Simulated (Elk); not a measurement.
# Cr (Chromium): spin-resolved bands and density of states

Wanted: the exchange-split electronic structure of Cr (Chromium).

Main program and level: Elk 11.2.3 (patched build); PBE; all-electron APW+lo, Dirac cores, scalar-relativistic bands.

## Step 1: The starting structure

The structure is cubic, space group Im-3m (No. 229). Conventional cell: a = 2.884 Å, b = 2.884 Å, c = 2.884 Å, α = 90.00°, β = 90.00°, γ = 90.00°. Nearest to Cr lie 8 Cr at 2.50 Å.

## Step 2: The magnetic state

Bands and densities of states are read from a converged potential, so the magnetic state comes first.

This is the lowest of the starts that converged (antiferro q=(1/2,1/2,1/2) +-). Its cell is doubled, so bands are folded, the special points are those of the doubled cell and densities of states count per doubled cell.

Moments are seeded by fields in the spheres (the last three columns under atoms), set against the wanted direction and reduced each loop.

Input file elk.in:

```
tasks
  0

xctype
  20

rgkmax
  7.0

nempty
  12

swidth
  0.001837

reducebf
  0.5

epsengy
  1e-05

maxscl
  100

lmaxi
  3

spinpol
  .true.

sppath
  './'

avec
  -5.44978117081 5.44978117081 5.44978117081
  0.00000000000 0.00000000000 5.44978117081
  0.00000000000 5.44978117081 0.00000000000

atoms
  1
  'Cr.in'
  2
  0.0000000000 0.0000000000 0.0000000000   0.000000 0.000000 -0.125000
  0.5000000000 0.0000000000 0.0000000000   0.000000 0.000000 0.125000

ngridk
  8 16 16
```

Run with:

```console
$ OMP_NUM_THREADS=2 elk
```

Numbers of over 12 decimals in the logs are rounded to 6 here.

What it wrote:

```text
┌─────────────────────────┐
│ Elk code version 11.2.3 │
└─────────────────────────┘

All units are atomic (Hartree, Bohr, etc.)

┌─────────────────────────────────────────────────┐
│ Ground-state run starting from atomic densities │
└─────────────────────────────────────────────────┘

Lattice vectors :
  -5.449781171       5.449781171       5.449781171
   0.000000000       0.000000000       5.449781171
   0.000000000       5.449781171       0.000000000

Species : 1 (Cr)
 parameters loaded from : Cr.in
 name : chromium
 nuclear charge    :   -24.00000000
 electronic charge :    24.00000000
 atomic mass :    94783.09202
 muffin-tin radius :    2.334824469
 number of radial points in muffin-tin :    993
 inner part over the whole radius :   0.9938561239E-02
 number on inner part of muffin-tin    :    699
 approximate nuclear radius :   0.6987106690E-04
 number of mesh points to nuclear radius :    329
 atomic positions (lattice), magnetic fields (Cartesian) :
  1 :   0.00000000  0.00000000  0.00000000    0.00000000  0.00000000 -0.12500000
  2 :   0.50000000  0.00000000  0.00000000    0.00000000  0.00000000  0.12500000

Total number of atoms per unit cell :    2
Total muffin-tin volume :    106.6304675
 ratio of muffin-tin to unit cell volume :   0.6587856359

Spin treatment :
 spin-polarised
 global magnetic field (Cartesian) :    0.000000000       0.000000000       0.000000000
 collinear magnetisation in z-direction

Number of Bravais lattice symmetries :   48
Number of crystal symmetries         :   96
Crystal has inversion symmetry
Real symmetric eigensolver will be used

k-point grid :      8    16    16
k-point offset :    0.000000000       0.000000000       0.000000000
k-point set is reduced with full crystal symmetry group
Total number of k-points :       85

Muffin-tin radius times maximum |G+k| :    7.000000000
 using average radius
Maximum |G+k| for APW functions       :    2.998084049
Maximum (1/2)|G+k|²                   :    4.494253983
Maximum |G| for potential and density :    12.00000000
Constant for pseudocharge density :    7
 order of it for each species :   14
 order of it for pair densities of each species (exact exchange by exxq0 0: 14) :   10
Radial integration step length :    1

G-vector grid sizes :     40    21    21
Number of G-vectors :     4729

Maximum angular momentum used for
 APW functions            :    8
 outer part of muffin-tin :    6
 inner part of muffin-tin :    3

Number of empty states         :     24
Total number of valence states :     78
Total number of core states    :     20

Third-order local-orbitals added for an l without core states : T
Total number of local-orbitals :     46

Exchange-correlation functional :     20     0     0
 Perdew-Burke-Ernzerhof, Phys. Rev. Lett. 77, 3865 (1996)
 gradient requirement :    1
 generalised gradient approximation (GGA)

Smearing type :    3
 Fermi-Dirac
Smearing width :   0.1837000000E-02
Effective electronic temperature (K) :    580.0787206

Mixing type :    3
 Broyden mixing, J. Phys. A: Math. Gen. 17, L317 (1984)

Kohn-Sham potential initialised from atomic data

┌──────────────────────────────┐
│ Self-consistent loop started │
└──────────────────────────────┘

┌─────────────────┐
│ Loop number : 1 │
└─────────────────┘

Energies :
 Fermi                       :     0.321904
 sum of occupied eigenvalues :     -1220.8561690919
 electron kinetic            :      2115.8408216189
 core electron kinetic       :      1925.9804654949
 Coulomb                     :     -4121.0842253124
 Coulomb potential           :     -3224.8803093525
 nuclear-nuclear             :     -384.63901597461
 electron-nuclear            :     -4263.5713117025
 Hartree                     :      527.12610236473
 Madelung                    :     -2508.6440706362
 xc potential                :     -111.69982876068
 xc effective B-field        :    -0.76581472012613E-01
 external B-field            :      0.000000
 exchange                    :     -94.516618816021
 correlation                 :     -2.190600
 electron entropic           :    -0.15611174324418E-03
 total energy                :     -2101.9507787992
 (external B-field energy excluded from total)

Density of states at Fermi energy :    13.70181299
 (states/Hartree/unit cell)

Estimated indirect band gap :   0.5495215400E-03
 from k-point 8 to k-point 9
Estimated direct band gap   :   0.1072821370E-01
 at k-point 28

Charges :
 core                        :    20.00000000
 valence                     :    28.00000000
 interstitial                :    2.874256105
 muffin-tins (core leakage)
  species : 1 (Cr)
   atom 1                    :    22.56287195     ( -0.2218855180E-06)
   atom 2                    :    22.56287195     ( -0.2218855180E-06)
 total in muffin-tins        :    45.12574389
 total calculated charge     :    47.99995973
 total charge                :    48.00000000
 error                       :   0.4027164827E-04

Moments :
 interstitial                :  -0.1408915933E-17
 muffin-tins
  species : 1 (Cr)
   atom 1                    :    1.408166839
   atom 2                    :   -1.408166839
 total in muffin-tins        :  -0.4440892099E-15
 total moment                :  -0.4454981258E-15

[... earlier loops left out ...]

┌──────────────────┐
│ Loop number : 20 │
└──────────────────┘

Energies :
 Fermi                       :     0.372001
 sum of occupied eigenvalues :     -1220.8845130114
 electron kinetic            :      2125.8895181643
 core electron kinetic       :      1925.4934204264
 Coulomb                     :     -4130.0611065829
 Coulomb potential           :     -3220.1913705743
 nuclear-nuclear             :     -384.63901597461
 electron-nuclear            :     -4286.4710727579
 Hartree                     :      541.04898214963
 Madelung                    :     -2519.9654212957
 xc potential                :     -126.53054002481
 xc effective B-field        :    -0.52120484299678E-01
 external B-field            :      0.000000
 exchange                    :     -95.417377308226
 correlation                 :     -2.185770
 electron entropic           :    -0.20424416881868E-03
 total energy                :     -2101.7749402634
 (external B-field energy excluded from total)

Density of states at Fermi energy :    17.91835759
 (states/Hartree/unit cell)

Estimated indirect band gap :   0.2134905265E-02
 from k-point 32 to k-point 23
Estimated direct band gap   :   0.1149316130E-01
 at k-point 8

Charges :
 core                        :    20.00000000
 valence                     :    28.00000000
 interstitial                :    2.362652988
 muffin-tins (core leakage)
  species : 1 (Cr)
   atom 1                    :    22.81867351     ( -0.2218886088E-06)
   atom 2                    :    22.81867351     ( -0.2218886088E-06)
 total in muffin-tins        :    45.63734701
 total calculated charge     :    47.99998479
 total charge                :    48.00000000
 error                       :   0.1521288399E-04

Moments :
 interstitial                :  -0.9069438336E-18
 muffin-tins
  species : 1 (Cr)
   atom 1                    :    1.160640733
   atom 2                    :   -1.160640733
 total in muffin-tins        :  -0.4440892099E-15
 total moment                :  -0.4449961537E-15

┌──────────────────────────────┐
│ Self-consistent loop stopped │
└──────────────────────────────┘

Wrote STATE.OUT
```

Wall time 3 min (2 threads of Arm Neoverse V2, shared host); peak memory 0.13 GiB.

Numbers from this step:

* density of states at the Fermi level: 0.6585 states/eV/cell
* moment between the spheres: 0 μB
* magnetization: 0 μB
* final state: antiferromagnetic
* largest moment: 1.161 μB

## Step 3: Bands and density of states

The potential is kept. Point names follow a standard table for this cell's lattice and can differ from other conventions. The density of states is interpolated from the levels on the mesh (so its value at the Fermi level can differ from the smeared one of the ground-state run), and the bands are solved anew along a path of special points.

Input file elk.in:

```
tasks
  10
  20
  15
  33
  73

xctype
  20

rgkmax
  7.0

nempty
  12

swidth
  0.001837

reducebf
  0.5

epsengy
  1e-05

maxscl
  100

lmaxi
  3

spinpol
  .true.

sppath
  './'

avec
  -5.44978117081 5.44978117081 5.44978117081
  0.00000000000 0.00000000000 5.44978117081
  0.00000000000 5.44978117081 0.00000000000

atoms
  1
  'Cr.in'
  2
  0.0000000000 0.0000000000 0.0000000000   0.000000 0.000000 -0.000125
  0.5000000000 0.0000000000 0.0000000000   0.000000 0.000000 0.000125

ngridk
  8 16 16

wplot
  300 60 1
  -0.35000 0.25000

plot1d
  7 84
  0.00000000 0.00000000 0.00000000
  0.50000000 0.00000000 0.50000000
  0.00000000 0.00000000 0.50000000
  0.00000000 0.00000000 0.00000000
  0.50000000 0.50000000 0.50000000
  0.50000000 0.00000000 0.50000000
  0.50000000 0.50000000 0.50000000

plot3d
  0 0 0
  1 0 0
  0 1 0
  0 0 1
  25 15 15
```

Run with:

```console
$ OMP_NUM_THREADS=2 elk
```

What it wrote:

```text
┌─────────────────────────────────┐
│ Elk code version 11.2.3 started │
└─────────────────────────────────┘

Info(readinput): the functional depends on the density's gradient
 muffin-tin radial points multiplied by    2.00000
 (not where nrmtscf is given)

┌───────────────────┐
│ Current task : 10 │
└───────────────────┘
Info(checkmt): changed muffin-tin radius of species 1 (Cr) from   2.4000 to   2.3348

Info(writedos):
 Total density of states written to TDOS.OUT

 Partial density of states written to PDOS_Sss_Aaaaa.OUT
 for all species and atoms

 Spin-quantisation axis :    0.000000000       0.000000000       1.000000000

 Eigenvalues of a random matrix symmetrised with the site
 symmetries in the Yₗₘ basis written to ELMIREP.OUT for all
 species and atoms. Degenerate eigenvalues correspond to
 irreducible representations of each site symmetry group

 Interstitial density of states written to IDOS.OUT

 Fermi energy is at zero in plots

 DOS units are states/Hartree/unit cell

┌───────────────────┐
│ Current task : 20 │
└───────────────────┘

Info(bandstr):
 Band structure plot written to BAND.OUT

 Fermi energy is at zero in plot

 Vertex location lines written to BANDLINES.OUT

┌───────────────────┐
│ Current task : 15 │
└───────────────────┘

Info(writelsj):
 muffin-tin L, S and J expectation values written to LSJ.OUT

┌───────────────────┐
│ Current task : 33 │
└───────────────────┘

Info(rhoplot): 3D density plot written to RHO3D.OUT

┌───────────────────┐
│ Current task : 73 │
└───────────────────┘

Info(vecplot):
 3D magnetisation density written to MAG3D.OUT

┌──────────────────┐
│ Elk code stopped │
└──────────────────┘
```

It took 3.1 min on 2 threads; peak memory 0.2 GiB; 5.4 min of CPU time.

Electronic bands along the path, in eV, zero at the Fermi level; # counts the bands kept:

```
          point  up #5  up #6  up #7  up #8  down #5  down #6  down #7  down #8
              Γ  -0.83  -0.83   1.27   1.28    -0.83    -0.83     1.27     1.28
0.55 of the way  -0.87  -0.37   0.28   1.22    -0.87    -0.37     0.28     1.22
              X  -0.78  -0.78   0.20   0.31    -0.78    -0.78     0.20     0.31
0.55 of the way  -1.36  -0.93   0.79   0.86    -1.36    -0.93     0.79     0.86
              M   1.03   1.03   1.10   1.11     1.03     1.03     1.10     1.11
        halfway  -1.20  -0.56   0.63   0.98    -1.20    -0.56     0.63     0.98
              Γ  -0.83  -0.83   1.27   1.28    -0.83    -0.83     1.27     1.28
        halfway  -1.89  -1.89   1.30   1.30    -1.89    -1.89     1.30     1.30
              R  -1.79  -1.79   1.13   1.13    -1.79    -1.79     1.13     1.13
        halfway  -1.79  -1.22   1.06   1.19    -1.79    -1.22     1.06     1.19
              X  -0.78  -0.78   0.20   0.31    -0.78    -0.78     0.20     0.31
0.47 of the way  -1.73  -1.21   1.01   1.07    -1.73    -1.21     1.01     1.07
              R  -1.79  -1.79   1.13   1.13    -1.79    -1.79     1.13     1.13
```

The density of states has structure finer than the step of the table below, so its rows give means over 0.5 eV, whole bins alone (the curve runs from -9.52 to 6.75 eV). Peaks (eV: height): up = down -3.32: 1.81, -2.18: 2.53, -1.20: 2.52, 1.20: 3.79, 1.52: 3.23, 2.07: 2.44; Cr1 d up -3.27: 0.695, -2.18: 1.34, -1.20: 1.20, 1.20: 2.01, 1.52: 1.42; Cr1 d down -3.27: 0.439, -2.18: 0.688, -1.25: 0.722, 1.03: 1.68, 1.52: 1.59, 2.07: 1.81.

The density of states by energy, zero at the Fermi level; means over each step; values in states/eV/cell:

```
energy (eV)  up = down  Cr1 d up  Cr1 d down
       -8.0     9.7e-6         0           0
       -7.5     0.0207         0           0
       -7.0     0.0552    1.6e-4      1.2e-4
       -6.5     0.0817    6.9e-4      5.0e-4
       -6.0      0.109   0.00208     0.00147
       -5.5      0.143   0.00541     0.00374
       -5.0      0.195    0.0139     0.00916
       -4.5      0.333    0.0489      0.0295
       -4.0      0.806     0.243       0.146
       -3.5       1.37     0.500       0.319
       -3.0       1.09     0.439       0.285
       -2.5       1.18     0.620       0.283
       -2.0       1.87     0.974       0.534
       -1.5       2.00     0.938       0.591
       -1.0       1.83     0.894       0.489
       -0.5      0.747     0.420       0.138
        0.0      0.315     0.132      0.0926
        0.5      0.793     0.245       0.450
        1.0       2.89      1.19        1.49
        1.5       2.45      1.06        1.22
        2.0       1.73     0.432        1.18
        2.5       1.14     0.361       0.691
        3.0      0.370     0.115       0.196
        3.5      0.371    0.0872       0.181
        4.0      0.343    0.0785       0.145
        4.5      0.308    0.0691       0.115
        5.0      0.286    0.0622      0.0954
        5.5      0.256    0.0539      0.0775
        6.0      0.232    0.0465      0.0640
```

## Step 4: Results

- state: antiferromagnetic
- largest moment: 1.16 μB

In words: Right at the Fermi level (the table gives means over its steps) the density of states is 0.30 states/eV a cell for spin up and 0.30 for spin down. Within the window shown, the centres of the Cr1 d states of the two spins lie 0.99 eV apart, a rough measure of the splitting of the spins. The state is the lowest of the starts that converged. These are Kohn–Sham levels without spin–orbit coupling.

[Logs and program files are shortened in this print: banners, set-up blocks, solver, clock and traceback lines can be left out without a mark of their own.]

[Logs are printed without paths, hosts, clocks, repeated set-up lines and the standing remarks that a program may print on its own settings, such as how far it seeks lower states.]

[Hosts, paths, dates, database ids (printed as entryN), source tags and the programs' standing remarks are cut or masked in the printed files.]

[Where a cell is said to come from a database of computed structures, the database is the Materials Project.]
